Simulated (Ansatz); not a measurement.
# S on Mo(110): change of the work function

How does S on the hollow site change the work function of Mo(110) as the layer fills?

Program: Ansatz 0.2.0. Level of theory: plane-wave DFT, PBE, Ansatz PAW. Results are calculated unless marked as measured.

### 1. The structure

The cell holds 4 atoms: 4 Mo. Cell: a = 2.728 Å, b = 2.728 Å, c = 24.682 Å, α = 90.0°, β = 90.0°, γ = 70.5°. Vacuum lies along c.

### 2. The clean slab

The bare slab comes first, as the zero from which every change is counted. The two lowest layers are held at bulk places and the upper ones relax. The dipole correction removes the false field that a one-sided slab makes across the periodic vacuum, so each face gets a flat vacuum level of its own.

Contents of input.yaml:

```yaml
crystal:
  lattice:
    - [2.2273863607, -1.575, 0.0]
    - [2.2273863607, 1.575, 0.0]
    - [0.0, 0.0, 24.6821590822]
  atoms:
    - { symbol: Mo, position: [0.0, 0.0, 0.3646358477] }
    - { symbol: Mo, position: [0.5, 0.5, 0.4548786159] }
    - { symbol: Mo, position: [0.0, 0.0, 0.5451213841] }
    - { symbol: Mo, position: [0.5, 0.5, 0.6353641523] }
kpoints:
  mp_grid: { grid: [12, 12, 1] }
hamiltonian:
  xc: pbe
scf:
  occupations: { method: fermi_dirac, width: 0.1 }
  convergence: { dr2_threshold: 1.0e-08 }
efield:
  axis: 3
  dipole_correction: true
  ramp_position: 0.97
  ramp_width: 0.06
relax:
  f_tol: 0.02
  max_steps: 60
  constraints: [{ sites: [0, 1] }]
output:
  write_potential: true
  write_density: true
  volumetric_format: npy
```

Command:

```
> ansatz run input.yaml --threads 4 --pin off --max-ram 6144MiB --backend cpu --events-out ev --progress --plain --runs-dir out
```

Numbers of over 12 decimals in the logs are rounded to 6 here.

The log of the run:

```text
Engine: ansatz 0.2.0, x86_64-unknown-linux-gnu
Pseudopotentials: kind: paw
Pseudopotential: Mo, paw, valence charge 14, recommended cutoff 420 eV (normal), Mo.paw.azcp
Functional definition: PBE
  parameter kappa = 0.804
  parameter beta = 0.066725
  exchange = pbe_x(kappa = kappa, mu = beta*pi^2/3)
  correlation = pbe_c(beta = beta)
Crystal: 4 atoms, lattice volume = 173.177 Å³
Basis set: ecut = 420 eV, 3445 PW (Γ), exchange–correlation on 40×40×360 points (8 copies of the dense FFT grid, shifted against one another)
Bands: 34, of which v1, the nominal top of the filled ones, is band 28 counted from 1 (27 counted from 0)
Symmetry: 4 space group operations
k-points: 43 of 144
Non-local potential: Mo, projectors of the file, l = 0: 3, l = 1: 2, l = 2: 2, l = 3: 1
PAW form: soft (Blöchl's): semilocal exchange-correlation on the pseudo side does not see the compensation charge
PAW one-centre angular grid: Mo, 590 points (default); XC on 64 Gauss nodes
Initial density: superposition of atomic densities (neutral atoms: chi_scale 0, normalization atom), corrected by the library's trained network
Initial wavefunctions: pseudopotential atomic-orbital guess
Functional: x = pbe(κ = 0.804, μ = 0.219515), c = pbe(β = 0.066725)
SCF iter   1: F=—  HF=-19821.647127 eV  |F-HF|=—  |Δ(HF+E_count)|=         —  Δρ=3.78e-3  dr2=1.40e-1  ethr=1.77e-3  p=0.000 e·Å  D=1.43e-13 V/Å  ΔV_dip=-0.00 eV  dr2_dipole=1.17e-6  V_vac-E_F(+/−)=4.86/4.86 eV  ⟨swp⟩=8.9  Hψ=15645  notcnv=0  defer=5
efield: sawtooth ramp at fractional position 0.9700 (set: `efield.ramp_position`, or a place that a band, a saddle search or an elastic batch's reference lends), width 0.0600; the density the first Hamiltonian is built on has a dipole p = 0.000 e·Å; the dipole correction subtracts the counter field D = 1.43e-13 V/Å, which shifts the + side's vacuum level by -0.00 eV against the − side's; the planar-averaged density in the ramp window peaks in size at 1.4e-5 e/Å³
automatic band count: the SCF goes on with 40 bands, as 34 were too few: the levels above may hold too much charge
preconditioner: auto → LDOS  [metal: Δε(μ)=0.026 eV  Ē_g=5.170 eV  σ=0.100 eV  W_gap=0.07  n_scr=16 (ndim 8)  ℏωp=13.8 eV  f_vac=0.563  D(μ)=3.57/eV (n_scr^D=14)  β→1.0]
SCF iter   2: F=—  HF=-19821.643450 eV  |F-HF|=—  |Δ(HF+E_count)|=   3.68e-3  Δρ=1.93e-3  dr2=1.96e-2  ethr=2.50e-4  p=0.000 e·Å  D=4.94e-6 V/Å  ΔV_dip=-0.00 eV  dr2_dipole=1.04e-6  V_vac-E_F(+/−)=4.70/4.70 eV  ⟨swp⟩=2.1  Hψ=2763  notcnv=0  defer=21
SCF iter   3: F=—  HF=-19821.641430 eV  |F-HF|=—  |Δ(HF+E_count)|=   2.02e-3  Δρ=5.02e-4  dr2=1.45e-3  ethr=3.50e-5  p=0.000 e·Å  D=3.71e-6 V/Å  ΔV_dip=-0.00 eV  dr2_dipole=1.26e-7  V_vac-E_F(+/−)=4.72/4.72 eV  ⟨swp⟩=2.2  Hψ=2388  notcnv=0  defer=21
SCF iter   4: F=—  HF=-19821.641197 eV  |F-HF|=—  |Δ(HF+E_count)|=   2.33e-4  Δρ=1.36e-4  dr2=7.48e-5  ethr=2.60e-6  p=0.000 e·Å  D=1.73e-6 V/Å  ΔV_dip=-0.00 eV  dr2_dipole=3.25e-8  V_vac-E_F(+/−)=4.71/4.71 eV  ⟨swp⟩=3.0  Hψ=2598  notcnv=0  defer=21
SCF iter   5: F=—  HF=-19821.641215 eV  |F-HF|=—  |Δ(HF+E_count)|=   1.83e-5  Δρ=3.96e-5  dr2=6.14e-6  ethr=1.34e-7  p=0.000 e·Å  D=1.85e-7 V/Å  ΔV_dip=-0.00 eV  dr2_dipole=7.75e-10  V_vac-E_F(+/−)=4.70/4.70 eV  ⟨swp⟩=2.6  Hψ=2473  notcnv=0  defer=21
SCF iter   6: F=—  HF=-19821.641292 eV  |F-HF|=—  |Δ(HF+E_count)|=   7.68e-5  Δρ=1.55e-5  dr2=8.69e-7  ethr=1.10e-8  p=-0.000 e·Å  D=-1.03e-7 V/Å  ΔV_dip=0.00 eV  dr2_dipole=1.62e-12  V_vac-E_F(+/−)=4.70/4.70 eV  ⟨swp⟩=2.1  Hψ=2399  notcnv=0  defer=21
SCF iter   7: F=—  HF=-19821.641293 eV  |F-HF|=—  |Δ(HF+E_count)|=   4.78e-7  Δρ=4.02e-6  dr2=7.39e-8  ethr=1.55e-9  p=-0.000 e·Å  D=-1.28e-7 V/Å  ΔV_dip=0.00 eV  dr2_dipole=3.88e-11  V_vac-E_F(+/−)=4.69/4.69 eV  ⟨swp⟩=2.1  Hψ=2305  notcnv=0  defer=21
SCF iter   8: F=-19821.641293 eV  HF=-19821.641293 eV  |F-HF|=4.33e-9  |Δ(HF+E_count)|=   8.37e-8  Δρ=1.48e-6  dr2=6.66e-9  ethr=1.79e-11  p=-0.000 e·Å  D=-2.47e-8 V/Å  ΔV_dip=0.00 eV  dr2_dipole=1.50e-12  V_vac-E_F(+/−)=4.69/4.69 eV  ⟨swp⟩=10.7  Hψ=11454  notcnv=0
SCF 1 converged in 8 iterations: F = -19821.641293 eV  dr2 = 6.66e-9
  greatest PAW one-centre occupation: 0.998 electrons in one spin orbital (limit 2), on the Mo atom at site 3 (counted from 0), in its partial waves of l = 0
relax step   1: F+E_penalty+E_count = -19821.64129266 eV  Δ(F+E_penalty+E_count) = +0.000e0 eV  max|allowed force component| = 6.071e-1 eV/Å  Δτ_max = 0.0000 Å  (8 SCF iters, accepted)
Bands: 40, of which v1, the nominal top of the filled ones, is band 28 counted from 1 (27 counted from 0)
Initial density: handed on by an earlier stage of this run
Initial wavefunctions: those handed on with the density
iter 1 solved again at ethr=6.81e-4 eV; its pass at ethr=3.10e-3 eV (dr2=3.81e-1 eV) is discarded
SCF iter   1: F=—  HF=-19821.655297 eV  |F-HF|=—  |Δ(HF+E_count)|=         —  Δρ=9.01e-3  dr2=3.79e-1  ethr=6.81e-4  p=0.000 e·Å  D=7.11e-7 V/Å  ΔV_dip=-0.00 eV  dr2_dipole=2.16e-3  V_vac-E_F(+/−)=4.71/4.71 eV  ⟨swp⟩=1.6  Hψ=6582  notcnv=0  defer=26
efield: sawtooth ramp at fractional position 0.9700 (set: `efield.ramp_position`, or a place that a band, a saddle search or an elastic batch's reference lends), width 0.0600; the density the first Hamiltonian is built on has a dipole p = 0.000 e·Å; the dipole correction subtracts the counter field D = 7.11e-7 V/Å, which shifts the + side's vacuum level by -0.00 eV against the − side's; the planar-averaged density in the ramp window peaks in size at 3.6e-6 e/Å³
preconditioner: auto → LDOS  [metal: Δε(μ)=0.032 eV  Ē_g=5.280 eV  σ=0.100 eV  W_gap=0.08  n_scr=16 (ndim 8)  ℏωp=13.8 eV  f_vac=0.569  D(μ)=3.64/eV (n_scr^D=14)  β→1.0]
SCF iter   2: F=—  HF=-19821.637647 eV  |F-HF|=—  |Δ(HF+E_count)|=   1.76e-2  Δρ=4.01e-3  dr2=1.08e-1  ethr=6.78e-4  p=0.007 e·Å  D=7.44e-3 V/Å  ΔV_dip=-0.18 eV  dr2_dipole=1.22e-3  V_vac-E_F(+/−)=4.51/4.69 eV  ⟨swp⟩=2.3  Hψ=2710  notcnv=0  defer=26
SCF iter   3: F=—  HF=-19821.629265 eV  |F-HF|=—  |Δ(HF+E_count)|=   8.38e-3  Δρ=1.79e-3  dr2=1.82e-2  ethr=1.92e-4  p=0.006 e·Å  D=6.37e-3 V/Å  ΔV_dip=-0.16 eV  dr2_dipole=2.87e-4  V_vac-E_F(+/−)=4.55/4.71 eV  ⟨swp⟩=2.4  Hψ=3010  notcnv=0  defer=26
SCF iter   4: F=—  HF=-19821.625513 eV  |F-HF|=—  |Δ(HF+E_count)|=   3.75e-3  Δρ=4.20e-4  dr2=7.00e-4  ethr=3.26e-5  p=0.007 e·Å  D=7.29e-3 V/Å  ΔV_dip=-0.18 eV  dr2_dipole=1.75e-5  V_vac-E_F(+/−)=4.52/4.70 eV  ⟨swp⟩=3.0  Hψ=2790  notcnv=0  defer=26
[...]
SCF iter   4: F=—  HF=-19821.662286 eV  |F-HF|=—  |Δ(HF+E_count)|=   6.42e-4  Δρ=2.74e-4  dr2=4.17e-4  ethr=7.86e-6  p=0.005 e·Å  D=5.32e-3 V/Å  ΔV_dip=-0.13 eV  dr2_dipole=6.02e-5  V_vac-E_F(+/−)=4.57/4.70 eV  ⟨swp⟩=3.5  Hψ=3103  notcnv=0  defer=26
SCF iter   5: F=—  HF=-19821.662246 eV  |F-HF|=—  |Δ(HF+E_count)|=   3.95e-5  Δρ=7.82e-5  dr2=1.95e-5  ethr=7.44e-7  p=0.005 e·Å  D=5.03e-3 V/Å  ΔV_dip=-0.12 eV  dr2_dipole=1.52e-6  V_vac-E_F(+/−)=4.57/4.70 eV  ⟨swp⟩=2.5  Hψ=2528  notcnv=0  defer=26
SCF iter   6: F=—  HF=-19821.662254 eV  |F-HF|=—  |Δ(HF+E_count)|=   7.48e-6  Δρ=2.97e-5  dr2=1.83e-6  ethr=3.48e-8  p=0.005 e·Å  D=4.92e-3 V/Å  ΔV_dip=-0.12 eV  dr2_dipole=6.12e-9  V_vac-E_F(+/−)=4.57/4.70 eV  ⟨swp⟩=2.1  Hψ=2353  notcnv=0  defer=26
SCF iter   7: F=—  HF=-19821.662328 eV  |F-HF|=—  |Δ(HF+E_count)|=   7.41e-5  Δρ=1.27e-5  dr2=5.22e-7  ethr=3.27e-9  p=0.005 e·Å  D=4.84e-3 V/Å  ΔV_dip=-0.12 eV  dr2_dipole=2.78e-8  V_vac-E_F(+/−)=4.58/4.70 eV  ⟨swp⟩=2.2  Hψ=2457  notcnv=0  defer=26
SCF iter   8: F=—  HF=-19821.662328 eV  |F-HF|=—  |Δ(HF+E_count)|=   8.19e-8  Δρ=2.77e-6  dr2=3.21e-8  ethr=9.32e-10  p=0.005 e·Å  D=4.83e-3 V/Å  ΔV_dip=-0.12 eV  dr2_dipole=1.62e-9  V_vac-E_F(+/−)=4.58/4.70 eV  ⟨swp⟩=2.8  Hψ=3060  notcnv=0  defer=26
SCF iter   9: F=-19821.662328 eV  HF=-19821.662328 eV  |F-HF|=6.68e-9  |Δ(HF+E_count)|=   1.91e-8  Δρ=8.01e-7  dr2=1.26e-9  ethr=1.79e-11  p=0.005 e·Å  D=4.82e-3 V/Å  ΔV_dip=-0.12 eV  dr2_dipole=9.15e-14  V_vac-E_F(+/−)=4.58/4.70 eV  ⟨swp⟩=10.0  Hψ=11131  notcnv=0
SCF 3 converged in 9 iterations: F = -19821.662328 eV  dr2 = 1.26e-9
relax step   3: F+E_penalty+E_count = -19821.66232783 eV  Δ(F+E_penalty+E_count) = -2.104e-2 eV  max|allowed force component| = 1.718e-1 eV/Å  Δτ_max = 0.0695 Å  (9 SCF iters, accepted)
SCF iter   1: F=—  HF=-19821.663910 eV  |F-HF|=—  |Δ(HF+E_count)|=         —  Δρ=8.39e-4  dr2=3.50e-3  ethr=6.23e-5  p=0.005 e·Å  D=4.82e-3 V/Å  ΔV_dip=-0.12 eV  dr2_dipole=1.17e-4  V_vac-E_F(+/−)=4.57/4.69 eV  ⟨swp⟩=2.4  Hψ=3395  notcnv=0  defer=26
efield: sawtooth ramp at fractional position 0.9700 (set: `efield.ramp_position`, or a place that a band, a saddle search or an elastic batch's reference lends), width 0.0600; the density the first Hamiltonian is built on has a dipole p = 0.005 e·Å; the dipole correction subtracts the counter field D = 4.82e-3 V/Å, which shifts the + side's vacuum level by -0.12 eV against the − side's; the planar-averaged density in the ramp window peaks in size at 4.2e-6 e/Å³
preconditioner: auto → LDOS  [metal: Δε(μ)=0.010 eV  Ē_g=5.198 eV  σ=0.100 eV  W_gap=0.02  n_scr=16 (ndim 8)  ℏωp=13.8 eV  f_vac=0.567  D(μ)=3.47/eV (n_scr^D=14)  β→1.0]
SCF iter   2: F=—  HF=-19821.663777 eV  |F-HF|=—  |Δ(HF+E_count)|=   1.33e-4  Δρ=4.26e-4  dr2=1.37e-3  ethr=6.24e-6  p=0.004 e·Å  D=4.06e-3 V/Å  ΔV_dip=-0.10 eV  dr2_dipole=2.10e-5  V_vac-E_F(+/−)=4.60/4.70 eV  ⟨swp⟩=2.0  Hψ=2569  notcnv=0  defer=26
SCF iter   3: F=—  HF=-19821.663680 eV  |F-HF|=—  |Δ(HF+E_count)|=   9.70e-5  Δρ=1.70e-4  dr2=1.67e-4  ethr=2.44e-6  p=0.004 e·Å  D=4.18e-3 V/Å  ΔV_dip=-0.10 eV  dr2_dipole=3.14e-6  V_vac-E_F(+/−)=4.59/4.69 eV  ⟨swp⟩=2.0  Hψ=2242  notcnv=0  defer=26
SCF iter   4: F=—  HF=-19821.663648 eV  |F-HF|=—  |Δ(HF+E_count)|=   3.18e-5  Δρ=4.02e-5  dr2=5.54e-6  ethr=2.98e-7  p=0.004 e·Å  D=4.07e-3 V/Å  ΔV_dip=-0.10 eV  dr2_dipole=5.62e-7  V_vac-E_F(+/−)=4.60/4.70 eV  ⟨swp⟩=3.4  Hψ=3025  notcnv=0  defer=26
SCF iter   5: F=—  HF=-19821.663725 eV  |F-HF|=—  |Δ(HF+E_count)|=   7.67e-5  Δρ=1.24e-5  dr2=5.73e-7  ethr=9.89e-9  p=0.004 e·Å  D=3.99e-3 V/Å  ΔV_dip=-0.10 eV  dr2_dipole=4.20e-8  V_vac-E_F(+/−)=4.60/4.70 eV  ⟨swp⟩=2.7  Hψ=2633  notcnv=0  defer=26
SCF iter   6: F=—  HF=-19821.663725 eV  |F-HF|=—  |Δ(HF+E_count)|=   2.10e-7  Δρ=3.79e-6  dr2=5.81e-8  ethr=1.02e-9  p=0.004 e·Å  D=3.95e-3 V/Å  ΔV_dip=-0.10 eV  dr2_dipole=2.24e-9  V_vac-E_F(+/−)=4.60/4.70 eV  ⟨swp⟩=2.3  Hψ=2322  notcnv=0  defer=26
SCF iter   7: F=-19821.663725 eV  HF=-19821.663725 eV  |F-HF|=3.88e-9  |Δ(HF+E_count)|=   3.99e-8  Δρ=1.54e-6  dr2=8.18e-9  ethr=1.79e-11  p=0.004 e·Å  D=3.94e-3 V/Å  ΔV_dip=-0.10 eV  dr2_dipole=2.47e-10  V_vac-E_F(+/−)=4.60/4.70 eV  ⟨swp⟩=10.8  Hψ=11509  notcnv=0
SCF 4 converged in 7 iterations: F = -19821.663725 eV  dr2 = 8.18e-9
relax step   4: F+E_penalty+E_count = -19821.66372504 eV  Δ(F+E_penalty+E_count) = -1.397e-3 eV  max|allowed force component| = 6.159e-3 eV/Å  Δτ_max = 0.0105 Å  (7 SCF iters, accepted)
NSCF: frozen V_eff on 43 k-points
the band table was solved once a step of the walk had ended and its energy, with any forces and stress, was formed, with the checks that follow a solve (8303 applications of the Hamiltonian). They found nothing against the state; the energy, forces and stress were not computed again (output.eigenvalues in the input reference)
WARN: The input density's exchange-correlation potential varies sharply where the density is thin. Do not read a vacuum level from v_tot or v_xc, or from such a field of the output density. On a cell that repeats whose density bears no net charge and no dipole along the vacuum's axis use v_es (v_loc + v_h of the components); under efield.dipole_correction with no amplitude use v_es + v_field, which holds any external [...]
SCF converged after 7 iterations
Free energy (F): -19821.663725 eV
Harris-Foulkes:  -19821.663725 eV  (|F-HF|=3.88e-9)
Internal energy: -19821.546906 eV  (E = F + TS)
E sigma→0 (E₀):  -19821.605316 eV
Entropy (-TS):   -0.116819 eV (-29.205 meV/atom)
Fermi energy:    4.749028 eV
Dipole field:    D = 0.003959 V/Å  (p = 0.003788 e·Å, saw-weighted, corrected)
Work function:   Φ+ = 4.5982 eV   Φ− = 4.6959 eV
Levels:          The Fermi level and band energies are counted from a zero that moves with the ramp; work functions are not
--- Per-component energies (eV) ---
  E_band       = -1128.803125
  E_kinetic    = 1758.636080
  E_local      = -73076.344861  (includes V_loc(G=0)·N_el)
  E_nonlocal   = 573.008627
  E_hartree    = 35551.714979
  E_xc         = -730.509319
  E_vxc        = -911.323819  (∫ρ·V_xc dr)
  E_paw        = -12805.328643  (= ΣΔE_a)
  E_vpaw       = -576.218630  (= ΣTr[D̂ρ^β])
  E_aug_tail   = 0.000170  (compensation charges beyond the density's cutoff)
  E_efield     = 0.000007  (sawtooth field / dipole correction)
  E_vefield    = 0.002053  (∫n·V_field dr)
  E_ewald      = 28907.276053
  E_smearing   = -0.116819  (= −TS)
  E_closure    = -0.000000  (closes the sum)
  Σ components = -19821.663725   (vs F -19821.663725, Δ=0.00e0)
--- Forces (eV/Å), atoms counted from 1 ---
  atom   1  Mo     0.00000000     0.00000000     0.48968526
  atom   2  Mo     0.00000000    -0.00000000    -0.48732789
  atom   3  Mo     0.00000000    -0.00000000    -0.00615890
  atom   4  Mo     0.00000000     0.00000000     0.00374712
  max |Σ_I F_I| component: 5.44e-5 eV/Å
--- Band table (eV; the first three rows and the last of 43) ---
  k-point 0: bands = [... 24 lower, 3.2679, 3.3587, 3.5222, 3.7666, 4.8655, 5.1015, 5.8499, 5.9160, ... 8 higher]
  k-point 1: bands = [... 24 lower, 3.1262, 3.2374, 3.5562, 3.9741, 4.5550, 5.1890, 5.4643, 5.7715, ... 8 higher]
  k-point 2: bands = [... 24 lower, 2.9540, 3.0742, 3.7021, 3.9784, 4.4501, 4.6794, 5.6510, 5.7078, ... 8 higher]
  k-point 42: bands = [... 24 lower, 3.2412, 5.2680, 5.2859, 5.5507, 5.7353, 6.1980, 7.4154, 7.7053, ... 8 higher]
--- Relaxed structure (4 steps of the walk, 3 accepted, 0 SCFs on fresh bases) ---
  F+E_penalty+E_count = -19821.66372504 eV   max|allowed force component| = 6.159e-3 eV/Å
  atoms:
    - { symbol: Mo, position: [0.0, 0.0, 0.364636] }
    - { symbol: Mo, position: [0.500000, 0.500000, 0.454879] }
    - { symbol: Mo, position: [-3.9181017227527534e-19, 3.9181017227527534e-19, 0.546022] }
    - { symbol: Mo, position: [0.500000, 0.500000, 0.632974] }
```

Run time: 15 s. Hardware: 4 threads of Intel Xeon Platinum 8488C (Sapphire Rapids), shared host; peak memory 0.68 GiB; 56 s of CPU time.

Step by step:

```
step  energy less that of the first step (eV)  largest force component (eV/Å)
   1                                   0.0000                          0.6071
   2                                   0.0156                          0.8030
   3                                  -0.0210                          0.1718
   4                                  -0.0224                          0.0062
```

Relaxation step 2 was tried and not accepted.

The run keeps the 4 symmetry operations that it works with, so distortions that break them were not tested.

The atoms that moved most (Å):

```
atom     dx     dy      dz  length
 Mo4  0.000  0.000  -0.059   0.059
 Mo3  0.000  0.000   0.022   0.022
```

Numbers from this step:

```yaml
energy_at_zero_smearing: -19821.6053 eV
work_function_upper_face: 4.598 eV
work_function_lower_face: 4.696 eV
dipole_along_the_normal: 0.003788 e·Å
step_between_the_vacuum_levels: -0.09770 eV
```

Running mean over 2.227 Å of the planar mean; the ramp of the sawtooth is left out. Electron's electrostatic potential energy less the Fermi level against z:

z (Å), electron's electrostatic potential energy less the Fermi level (eV) and a bar from the least value:
```
        4        4.7 ##############################
        5        4.7 ##############################
        6        4.6 ##############################
        7        3.2 ############################
        8       -6.0 ############
        9      -12.4 ##
       10      -12.7 #
       11      -12.9 #
       12      -12.7 #
       13      -12.8 #
       14      -13.4 
       15      -13.3 
       16      -11.5 ###
       17       -1.5 ####################
       18        4.0 #############################
       19        4.5 ##############################
       20        4.6 ##############################
       21        4.6 ##############################
```

The relaxation took 4 steps and lowered the energy by 0.022 eV; the largest force on the free atoms ends at 0.0062 eV/Å.

The work function of the upper face is 4.60 eV.

(Continued in part 2 of 3.)

[Logs are printed without paths, hosts, clocks, repeated set-up lines and the standing remarks that a program may print on its own settings, such as how far it seeks lower states.]

[Hosts, paths, dates, database ids (printed as entryN), source tags and the programs' standing remarks are cut or masked in the printed files.]

[Maps of the electrostatic potential energy from Ansatz leave out the sawtooth potential of an applied field or a dipole correction, so their vacuum need not be flat; planar profiles and work functions include it.]
